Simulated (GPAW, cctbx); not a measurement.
# By hand: from a DFT structure factor to an extinction distance in MgPbO2

MgPbO2, R-3m (no. 166), a = 3.3202 Å, b = 3.3202 Å, c = 17.2113 Å, α = 90.00°, β = 90.00°, γ = 120.00°.

| atom | mult. | x | y | z |
| --- | --- | --- | --- | --- |
| Pb1 | 3 | 1/3 | 2/3 | 1/6 |
| Mg1 | 3 | 0 | 0 | 0 |
| O1 | 6 | 2/3 | 1/3 | 0.0652 |

The start was made by putting kin elements into a known structure type; the compound need not exist, or be stable, in this form.

A DFT run (GPAW, PBE, 550 eV, 7×7×7 k-points, Fermi–Dirac width 0.05 eV) gives the static X-ray structure factor of 003 as 187.464 e for the conventional cell; superposed free atoms give 188.145 e. **Problem.** Find the Fourier component V of the crystal potential and the two-beam extinction distance at 120 kV in both cases.

## Step 1: Geometry

The cell volume is Ω = 164.32 Å³ and d(003) = 5.7371 Å, so g = 1/d = 0.1743 Å⁻¹.

## Step 2: The nuclei

Electrons feel nuclei as well as electrons, so the nuclear charges are summed with the same phases.

Phase sums Σ exp(2πi h·x), turned so that the total is real and positive: Pb +3.000, Mg -3.000, O -2.013. Then F_Z = 82 × (+3.000) + 12 × (-3.000) + 8 × (-2.013) = 193.90 e. The electron term has the same sign for this reflection.

## Step 3: Mott–Bethe

Poisson's equation, term by term, gives V = (e/4πε₀)(F_Z − F)/(πΩg²), with e/4πε₀ = 14.3996 V Å.

The prefactor is 14.3996 × 5.7371²/(π × 164.32) = 0.91814 V per electron. Free atoms: (193.90 − 188.145) × 0.91814 = 5.284 V. Crystal: (193.90 − 187.464) × 0.91814 = 5.909 V. F changes by -0.36 % and V by +11.8 %: the same 0.68 e is measured against F_Z − F = 5.8 e in place of F = 188.1 e.

## Step 4: Extinction distance

In the two-beam case ξ = 1/(λU) with U = 2γm₀eV/h², that is ξ = 150.41 V Å²/(γλV).

At 120 kV, λ = 0.03349 Å and γ = 1.2348. Free atoms: ξ = 688 Å. Crystal: ξ = 615 Å. The thickness fringes go as sin²(πt/ξ), so the two patterns slip by a quarter of a period when t|1/ξ₁ − 1/ξ₀| = 1/4, at t ≈ 145 nm. Thermal motion, absorption and many-beam coupling, left out here, change a real pattern.

## Step 5: Answer

V(003) is 5.91 V against 5.28 V, and ξ is 615 against 688 Å. Limits: static atoms, two beams.
